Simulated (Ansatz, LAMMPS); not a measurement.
**Structural relaxation of glassy 50SiO2-20Al2O3-15Li2O-15ZnO (mol %) (65 atoms)**

Aim: bring glassy 50SiO2-20Al2O3-15Li2O-15ZnO (mol %) (65 atoms) to a nearby minimum of the energy and see what moves.

Calculated with Ansatz 0.2.0; Kohn-Sham DFT, LDA, PAW (set soft_2), plane waves.

## (1) The structure

The cell holds 65 atoms: 10 Si, 8 Al, 6 Li, 3 Zn and 38 O. Its edges and angles: a = 9.084 Å, b = 9.084 Å, c = 9.084 Å, α = 90.0°, β = 90.0°, γ = 90.0°. 65 atoms (10 Si, 8 Al, 6 Li, 3 Zn, 38 O) placed at random at 2.76 g/cm³, melted at 4000 K for 10 ps at fixed volume with the Morse and Coulomb pair potential with partial charges (Pedone, Malavasi, Menziani, Cormack and Segre, J. Phys. Chem. B 110, 11780 (2006)). Quenched from 4000 K to 300 K at 20 K/ps and fixed volume, held 10 ps at zero pressure.

Limits known from the start: The quench rate of 20 K/ps is many orders above laboratory rates, so the cell is likely richer in defects and strain than a real sample. The starting topology of bonds comes from the classical model. Sampling is at Γ alone, for a cell whose shortest periodic width is 9 Å.

## (2) How the cell was made

A classical potential makes the cell, at a small fraction of what the same run would cost in DFT.

This step: classical MD, Morse and Coulomb pair potential with partial charges (Pedone, Malavasi, Menziani, Cormack and Segre, J. Phys. Chem. B 110, 11780 (2006)) (LAMMPS 22 Jul 2025 - Update 4).

The input, in.lmp:

```
# melt-quench of Si10Al8Li6Zn3O38
units metal
atom_style charge
boundary p p p
region box block 0 9.3161 0 9.3161 0 9.3161
create_box 5 box
mass 1 28.0850   # Si
mass 2 26.9815   # Al
mass 3 6.9400   # Li
mass 4 65.3800   # Zn
mass 5 15.9990   # O
create_atoms 1 random 10 380445 NULL overlap 1.5 maxtry 2000
create_atoms 2 random 8 380452 NULL overlap 1.5 maxtry 2000
create_atoms 3 random 6 380459 NULL overlap 1.5 maxtry 2000
create_atoms 4 random 3 380466 NULL overlap 1.5 maxtry 2000
create_atoms 5 random 38 380473 NULL overlap 1.5 maxtry 2000
pair_style hybrid/overlay pedone 5.5 coul/long 8.0
pair_coeff * * coul/long
pair_coeff 1 5 pedone 0.340554 2.006700 2.100000 1   # Si-O
pair_coeff 2 5 pedone 0.361581 1.900442 2.164818 0.9   # Al-O
pair_coeff 3 5 pedone 0.001114 3.429506 2.681360 1   # Li-O
pair_coeff 4 5 pedone 0.001221 3.150679 2.851850 1   # Zn-O
pair_coeff 5 5 pedone 0.042395 1.379316 3.618701 22   # O-O
set type 1 charge 2.4
set type 2 charge 1.8
set type 3 charge 0.6
set type 4 charge 1.2
set type 5 charge -1.2
kspace_style pppm 1.0e-4
neigh_modify delay 0 every 1 check yes
thermo_style custom step time temp pe press density
thermo_modify norm yes
timestep 0.002
thermo 100
# [... 15 lines left out ...]
fix md all nvt temp 4000 300 0.2
run 92500 post no
unfix md
thermo 1666
fix md all npt temp 300 300 0.2 iso 0 0 2
run 5000 post no
unfix md
write_dump all custom glass.dump id type xs ys zs modify sort id
```

The run is started by

```bash
> lmp -in in.lmp -log none -nocite
```

Numbers of over 12 decimals in the logs are rounded to 6 here.

Log:

```text
LAMMPS (22 Jul 2025 - Update 4)
Created orthogonal box = (0 0 0) to (9.3161 9.3161 9.3161)
Created 10 atoms
Created 8 atoms
Created 6 atoms
Created 3 atoms
Created 38 atoms
PPPM initialization ...
  G vector (1/distance) = 0.38010701
  grid = 10 10 10
  estimated relative force accuracy = 6.0865587e-05
   Step          Time           Temp          PotEng         Press         Density
         0   0              0             -3.4507167      590663.97      2.7570384
        65   0.13           0             -13.557114     -18728.285      2.7570384
Loop time of 0.0334344 s on 1 MPI rank(s) for 65 steps with 65 atoms
Minimization stats:
  Stopping criterion = energy tolerance
  Energy initial, next-to-last, final =
     -3.45071667669416  -13.5559321399866  -13.5571139569608
  Force two-norm initial, final = 207.3686 1.4872907
  Iterations, force evaluations = 65 80
   Step          Time           Temp          PotEng         Press         Density
         0   0              4000          -13.557114      24985.789      2.7570384
       500   1              1659.5699     -13.290714      10557.794      2.7570384
      1000   2              1847.7764     -13.332686     -34466.773      2.7570384
Loop time of 0.315992 s on 1 MPI rank(s) for 1000 steps with 65 atoms
   Step          Time           Temp          PotEng         Press         Density
      1000   2              1847.7764     -13.332686     -34466.773      2.7570384
      1666   3.332          4556.2856     -12.947191      54292.157      2.7570384
      2499   4.998          3444.5295     -13.019489      9877.45        2.7570384
      3332   6.664          3660.5581     -12.912867      56743.319      2.7570384
      4165   8.33           3808.6743     -12.945085      22712.318      2.7570384
      4998   9.996          4349.5446     -13.04934       15000.907      2.7570384
      5831   11.662         4180.2031     -12.86651       19011.622      2.7570384
[... 1 line left out ...]
Loop time of 1.7136 s on 1 MPI rank(s) for 5000 steps with 65 atoms
   Step          Time           Temp          PotEng         Press         Density
[... 12 lines left out ...]
Loop time of 30.3198 s on 1 MPI rank(s) for 92500 steps with 65 atoms
   Step          Time           Temp          PotEng         Press         Density
[... 1 line left out ...]
     99960   199.92         347.21443     -13.660246     -8500.4514      2.9150255
    101626   203.252        365.54575     -13.658173      9224.3043      2.9628508
    103292   206.584        310.0955      -13.662795     -800.23592      2.9270055
    103500   207            308.85959     -13.659214      18292.679      2.9739851
Loop time of 2.02417 s on 1 MPI rank(s) for 5000 steps with 65 atoms
```

The job ended after 35 s (1 thread of Arm Neoverse V1, shared host; peak memory 0.072 GiB).

## (3) Single point at the start

A single point comes first, to see the forces before anything moves.

The input, input.yaml:

```yaml
crystal:
  lattice:
    - [9.08383, 0.0, 0.0]
    - [0.0, 9.08383, 0.0]
    - [0.0, 0.0, 9.08383]
  atoms:
    - { symbol: Si, position: [0.69285, 0.11785, 0.6053] }
    - { symbol: Si, position: [0.73803, 0.64875, 0.41051] }
    - { symbol: Si, position: [0.33257, 0.67618, 0.04163] }
    - { symbol: Si, position: [0.50826, 0.11961, 0.17737] }
    - { symbol: Si, position: [0.02009, 0.51944, 0.54019] }
    - { symbol: Si, position: [0.74312, 0.32608, 0.87311] }
    - { symbol: Si, position: [0.41792, 0.96432, 0.67716] }
    - { symbol: Si, position: [0.21591, 0.45523, 0.26395] }
    - { symbol: Si, position: [0.29023, 0.16586, 0.91158] }
    - { symbol: Si, position: [0.24635, 0.01265, 0.38458] }
    - { symbol: Al, position: [0.05055, 0.93004, 0.98145] }
    - { symbol: Al, position: [0.71561, 0.36764, 0.19563] }
    - { symbol: Al, position: [0.79456, 0.89985, 0.18] }
    - { symbol: Al, position: [0.95571, 0.20964, 0.43058] }
    - { symbol: Al, position: [0.65654, 0.67501, 0.9933] }
    - { symbol: Al, position: [0.40812, 0.43377, 0.77734] }
    - { symbol: Al, position: [0.52542, 0.69256, 0.6509] }
    - { symbol: Al, position: [0.51163, 0.374, 0.44096] }
    - { symbol: Li, position: [0.25822, 0.68205, 0.50941] }
    - { symbol: Li, position: [0.51119, 0.81564, 0.27099] }
    - { symbol: Li, position: [0.79003, 0.95219, 0.8617] }
    - { symbol: Li, position: [0.06309, 0.37716, 0.7734] }
    - { symbol: Li, position: [0.05329, 0.7322, 0.28488] }
    - { symbol: Li, position: [0.23436, 0.25921, 0.5726] }
    - { symbol: Zn, position: [0.19176, 0.73178, 0.78637] }
    - { symbol: Zn, position: [0.00054, 0.20558, 0.12562] }
    - { symbol: Zn, position: [0.86272, 0.67449, 0.79506] }
    - { symbol: O, position: [0.14728, 0.35353, 0.15418] }
    - { symbol: O, position: [0.11352, 0.57724, 0.66009] }
    - { symbol: O, position: [0.2824, 0.29736, 0.79007] }
    - { symbol: O, position: [0.70637, 0.52428, 0.09027] }
    - { symbol: O, position: [0.60688, 0.74216, 0.48345] }
    - { symbol: O, position: [0.00356, 0.33965, 0.5611] }
    - { symbol: O, position: [0.40257, 0.18108, 0.04574] }
    - { symbol: O, position: [0.7672, 0.17943, 0.75476] }
    - { symbol: O, position: [0.87779, 0.30902, 0.29195] }
    - { symbol: O, position: [0.57269, 0.26156, 0.24849] }
    - { symbol: O, position: [0.1201, 0.12921, 0.38402] }
    - { symbol: O, position: [0.79022, 0.80202, 0.00962] }
    - { symbol: O, position: [0.34437, 0.57817, 0.89407] }
    - { symbol: O, position: [0.64989, 0.50506, 0.36726] }
    - { symbol: O, position: [0.58569, 0.98521, 0.65712] }
    - { symbol: O, position: [0.20832, 0.79214, 0.01763] }
    - { symbol: O, position: [0.63554, 0.00446, 0.18263] }
    - { symbol: O, position: [0.3816, 0.03611, 0.27583] }
    - { symbol: O, position: [0.3648, 0.78576, 0.66924] }
    - { symbol: O, position: [0.806, 0.75641, 0.29484] }
    - { symbol: O, position: [0.36277, 0.01809, 0.83535] }
    - { symbol: O, position: [0.3221, 0.37951, 0.39474] }
    - { symbol: O, position: [0.30311, 0.58127, 0.19639] }
    - { symbol: O, position: [0.64583, 0.69016, 0.7903] }
    - { symbol: O, position: [0.4902, 0.74443, 0.0605] }
    - { symbol: O, position: [0.57712, 0.3733, 0.856] }
    - { symbol: O, position: [0.77999, 0.24487, 0.02737] }
    - { symbol: O, position: [0.19406, 0.85094, 0.39735] }
    - { symbol: O, position: [0.00543, 0.84729, 0.81663] }
    - { symbol: O, position: [0.57405, 0.24057, 0.56046] }
    - { symbol: O, position: [0.96175, 0.98412, 0.13935] }
    - { symbol: O, position: [0.11592, 0.12268, 0.93935] }
    - { symbol: O, position: [0.85855, 0.45025, 0.83182] }
    - { symbol: O, position: [0.32689, 0.04425, 0.55551] }
    - { symbol: O, position: [0.86408, 0.60691, 0.5263] }
    - { symbol: O, position: [0.09458, 0.53847, 0.38426] }
    - { symbol: O, position: [0.46025, 0.51579, 0.62037] }
    - { symbol: O, position: [0.8142, 0.08284, 0.48495] }
kpoints:
  mp_grid: { grid: [1, 1, 1] }
hamiltonian:
  xc: lda
scf:
  occupations: { method: fermi_dirac, width: 0.025 }
output:
  forces: true
  stress: true
  populations: true
  dos:
    method: { smearing: { sigma: 0.15 } }
    de: 0.1
    projected: { site_lists: { Al: [Al], Li: [Li], O: [O], Si: [Si], Zn: [Zn] } }
  eigenvalues: true
```

The run is started by

```bash
> ansatz run input.yaml --threads 4 --pin off --max-ram 8192MiB --backend cpu --events-out ev --progress --plain --runs-dir out
```

Log:

```text
Engine: ansatz 0.2.0, aarch64-unknown-linux-gnu
Pseudopotentials: kind: paw
Pseudopotential: Si, paw, valence charge 4, recommended cutoff 420 eV (normal), Si.paw.azcp
Pseudopotential: Al, paw, valence charge 3, recommended cutoff 420 eV (normal), Al.paw.azcp
Pseudopotential: Li, paw, valence charge 3, recommended cutoff 420 eV (normal), Li.paw.azcp
Pseudopotential: Zn, paw, valence charge 12, recommended cutoff 420 eV (normal), Zn.paw.azcp
Pseudopotential: O, paw, valence charge 6, recommended cutoff 420 eV (normal), O.paw.azcp
Functional definition: SPW92
  exchange = slater_x
  correlation = pw_c
Crystal: 65 atoms, lattice volume = 749.561 Å³
Basis set: ecut = 420 eV, 14771 PW (Γ)
Bands: 238, of which v1, the nominal top of the filled ones, is band 173 counted from 1 (172 counted from 0)
Symmetry: 1 space group operations
Space group: P1 (ITA 1), of the structure as read, at distance tolerance 9.1e-5 Å
k-points: 1
Non-local potential: Si, projectors of the file, l = 0: 2, l = 1: 2, l = 2: 2
Non-local potential: Al, projectors of the file, l = 0: 2, l = 1: 2, l = 2: 1
Non-local potential: Li, projectors of the file, l = 0: 3, l = 1: 2, l = 2: 1
Non-local potential: Zn, projectors of the file, l = 0: 2, l = 1: 2, l = 2: 3, l = 3: 1
Non-local potential: O, projectors of the file, l = 0: 2, l = 1: 2, l = 2: 1
PAW form: soft (Blöchl's): semilocal exchange-correlation on the pseudo side does not see the compensation charge
PAW frozen core: Si, regenerated for the run's functional, and the local potential with it (the file was generated under x = pbe(κ = 0.804, μ = 0.219515), c = pbe(β = 0.066725))
PAW frozen core: Al, regenerated for the run's functional, and the local potential with it (the file was generated under x = pbe(κ = 0.804, μ = 0.219515), c = pbe(β = 0.066725))
PAW frozen core: Zn, regenerated for the run's functional, and the local potential with it (the file was generated under x = pbe(κ = 0.804, μ = 0.219515), c = pbe(β = 0.066725))
PAW frozen core: O, regenerated for the run's functional, and the local potential with it (the file was generated under x = pbe(κ = 0.804, μ = 0.219515), c = pbe(β = 0.066725))
PAW one-centre angular grid: Si, 110 points (default); XC on 64 Gauss nodes
PAW one-centre angular grid: Al, 110 points (default); XC on 64 Gauss nodes
PAW one-centre angular grid: Li, 110 points (default); XC on 64 Gauss nodes
PAW one-centre angular grid: Zn, 590 points (default); XC on 64 Gauss nodes
PAW one-centre angular grid: O, 110 points (default); XC on 64 Gauss nodes
Initial density: superposition of atomic densities (neutral atoms: chi_scale 0, normalization atom), corrected by the library's trained network
Initial wavefunctions: pseudopotential atomic-orbital guess
Functional: x = slater, c = lda
SCF iter   1: F=—  HF=-42308.954712 eV  |F-HF|=—  |Δ(HF+E_count)|=         —  Δρ=1.39e-2  dr2=1.30e0  ethr=1.77e-3  ⟨swp⟩=6.0  Hψ=1057  notcnv=0  defer=30
preconditioner: auto → Resta (q_TF=auto, 2.398 Å⁻¹)  ε∞=3.6  [insulator: Δε(μ)=2.631 eV  Ē_g=15.313 eV  σ=0.025 eV  W_gap=1.00  n_scr=178 (ndim 8)  ℏωp=24.8 eV  f_vac=0.097  D(μ)=0.00/eV (n_scr^D=0)  ε∞_Penn≈3.6]
SCF iter   2: F=—  HF=-42308.548030 eV  |F-HF|=—  |Δ(HF+E_count)|=   4.07e-1  Δρ=3.75e-3  dr2=5.19e-2  ethr=3.77e-4  ⟨swp⟩=2.0  Hψ=399  notcnv=0  defer=59
SCF iter   3: F=—  HF=-42308.530157 eV  |F-HF|=—  |Δ(HF+E_count)|=   1.79e-2  Δρ=1.75e-3  dr2=1.78e-2  ethr=1.50e-5  ⟨swp⟩=2.0  Hψ=358  notcnv=0  defer=59
SCF iter   4: F=—  HF=-42308.524557 eV  |F-HF|=—  |Δ(HF+E_count)|=   5.60e-3  Δρ=6.95e-4  dr2=3.10e-3  ethr=5.15e-6  ⟨swp⟩=2.0  Hψ=358  notcnv=0  defer=59
SCF iter   5: F=—  HF=-42308.523820 eV  |F-HF|=—  |Δ(HF+E_count)|=   7.37e-4  Δρ=1.83e-4  dr2=3.52e-4  ethr=8.96e-7  ⟨swp⟩=2.0  Hψ=319  notcnv=0  defer=59
SCF iter   6: F=—  HF=-42308.523813 eV  |F-HF|=—  |Δ(HF+E_count)|=   7.26e-6  Δρ=1.28e-4  dr2=1.07e-4  ethr=1.02e-7  ⟨swp⟩=2.0  Hψ=352  notcnv=0  defer=59
SCF iter   7: F=—  HF=-42308.523804 eV  |F-HF|=—  |Δ(HF+E_count)|=   8.76e-6  Δρ=2.91e-5  dr2=8.54e-6  ethr=3.09e-8  ⟨swp⟩=2.0  Hψ=336  notcnv=0  defer=59
SCF iter   8: F=—  HF=-42308.525011 eV  |F-HF|=—  |Δ(HF+E_count)|=   1.21e-3  Δρ=1.61e-5  dr2=1.74e-6  ethr=2.47e-9  ⟨swp⟩=2.0  Hψ=411  notcnv=0  defer=59
SCF iter   9: F=—  HF=-42308.525011 eV  |F-HF|=—  |Δ(HF+E_count)|=   8.77e-8  Δρ=6.35e-6  dr2=2.86e-7  ethr=5.04e-10  ⟨swp⟩=2.0  Hψ=314  notcnv=0  defer=59
SCF iter  10: F=-42308.525011 eV  HF=-42308.525011 eV  |F-HF|=9.15e-9  |Δ(HF+E_count)|=   3.87e-8  Δρ=2.22e-6  dr2=5.24e-8  ethr=2.89e-11  ⟨swp⟩=15.0  Hψ=1400  notcnv=0
SCF 1 converged in 10 iterations: F = -42308.525011 eV  dr2 = 5.24e-8
  greatest PAW one-centre occupation: 1.000 electrons in one spin orbital (limit 2), on the Li atom at site 18 (counted from 0), in its partial waves of l = 0
SCF converged after 10 iterations
Free energy (F): -42308.525011 eV
Harris-Foulkes:  -42308.525011 eV  (|F-HF|=9.15e-9)
Internal energy: -42308.525011 eV  (E = F + TS)
E sigma→0 (E₀):  -42308.525011 eV
Fermi energy:    5.985697 eV
--- Per-component energies (eV) ---
  E_band       = -1437.022232
  E_kinetic    = 7939.601602
  E_local      = -25090.217570  (includes V_loc(G=0)·N_el)
  E_nonlocal   = 3924.128565
  E_hartree    = 9560.189938
  E_xc         = -4118.769470
  E_vxc        = -4532.648424  (∫ρ·V_xc dr)
  E_paw        = -19438.449924  (= ΣΔE_a)
  E_vpaw       = -2798.372147  (= ΣTr[D̂ρ^β])
  E_aug_tail   = 0.097786  (compensation charges beyond the density's cutoff)
  E_ewald      = -15094.749418
  E_core_change = 9.643480  (= ΣΔE_core)
  E_smearing   = -0.000000  (= −TS)
  E_closure    = 0.000000  (closes the sum)
  Σ components = -42308.525011   (vs F -42308.525011, Δ=0.00e0)
--- Forces (eV/Å), atoms counted from 1 ---
  atom   1  Si    -0.17027084     2.43517844    -0.18736559
  atom   2  Si    -1.40285748     0.16241640     0.94878877
  atom   3  Si     1.07781831    -2.01379408     1.12897395
  atom   4  Si    -2.41156955    -0.28999773    -0.15180519
  atom   5  Si    -4.51417128    -3.80263340    -3.92228840
  atom   6  Si    -0.22996401    -0.97762254    -0.37253690
  atom   7  Si    -2.82226828     0.03825350     0.77358349
  atom   8  Si    -0.16879020    -2.07086937     5.52795974
  atom   9  Si    -0.19826924    -1.72401990    -0.10899974
  atom  10  Si     0.97543799    -0.36815394     2.51152044
  atom  11  Al     2.29041917    -0.07032606     0.03038098
  atom  12  Al     2.88183735     1.11755732    -1.06858153
  atom  13  Al    -0.09736940     0.94085171    -1.64725360
  atom  14  Al    -1.75032122    -0.53505283     0.01747619
[...]
atom  64  O     -0.50549719    -0.34521357    -2.22837063
  atom  65  O      0.78225394    -0.16732723    -0.01372557
  max |Σ_I F_I| component: 7.39e-5 eV/Å
--- Stress (GPa, compression-positive) ---
        2.069728       3.109182      -0.217708
        3.109181       1.920457       0.490929
       -0.217708       0.490929       3.786556
  P = ⅓ Tr σ = 2.5922 GPa (25.922 kbar)
--- Band table (eV) ---
  k-point 0: bands = ["-39.4565", "-39.3391", "-39.0761", "-39.0526", [... 222 levels ...], "14.3721", "14.3793", "14.4359", "14.5543", "14.6335", "14.6397", "14.7461", "14.7905", "14.8609", "14.9666", "15.0754", "15.1348"]
--- Löwdin populations: 65 sites ---
  site symbol       q [e]
     0     Si      2.3137
     1     Si      2.2873
     2     Si      2.3380
[...]
64      O      6.7913
  spilling = 0.011211 (of n_electrons = 346.000000)
```

The job ended after 6.8 s (4 threads of Arm Neoverse V1, shared host; peak memory 0.85 GiB).

The column dr2 measures how far the density is from self-consistency, as an energy; F and HF (Harris–Foulkes) agree once it is small.

Numbers from this run:

```
free energy                                      : -42308.5250 eV
free energy per atom                             : -650.9004 eV/atom
SCF cycles                                       : 10
pressure                                         : 2.592 GPa
r.m.s. force component                           : 1.423 eV/Å
longest force                                    : 7.087 eV/Å
Fermi energy                                     : 5.986 eV
gap (highest filled to lowest empty level) : 2.612 eV
spilling of the projection                       : 0.01121
```

The r.m.s. force component of 1.4 eV/Å and the pressure of 2.6 GPa set the starting point.

Length of the force by element:

```
element  coordination  atoms  mean length of the force (eV/Å)  spread  least   most
     Al           all      8                             2.44   0.911      1   4.12
     Li           all      6                            0.633   0.139  0.358  0.791
      O           all     38                             1.96    1.29  0.253   6.36
     Si           all     10                             3.06    1.82   1.07   7.09
     Zn           all      3                            0.940   0.272  0.617   1.28
```

(Continued in part 2 of 4.)

[Logs are printed without paths, hosts, clocks, repeated set-up lines and the standing remarks that a program may print on its own settings, such as how far it seeks lower states.]

[Hosts, paths, dates, database ids (printed as entryN), source tags and the programs' standing remarks are cut or masked in the printed files.]
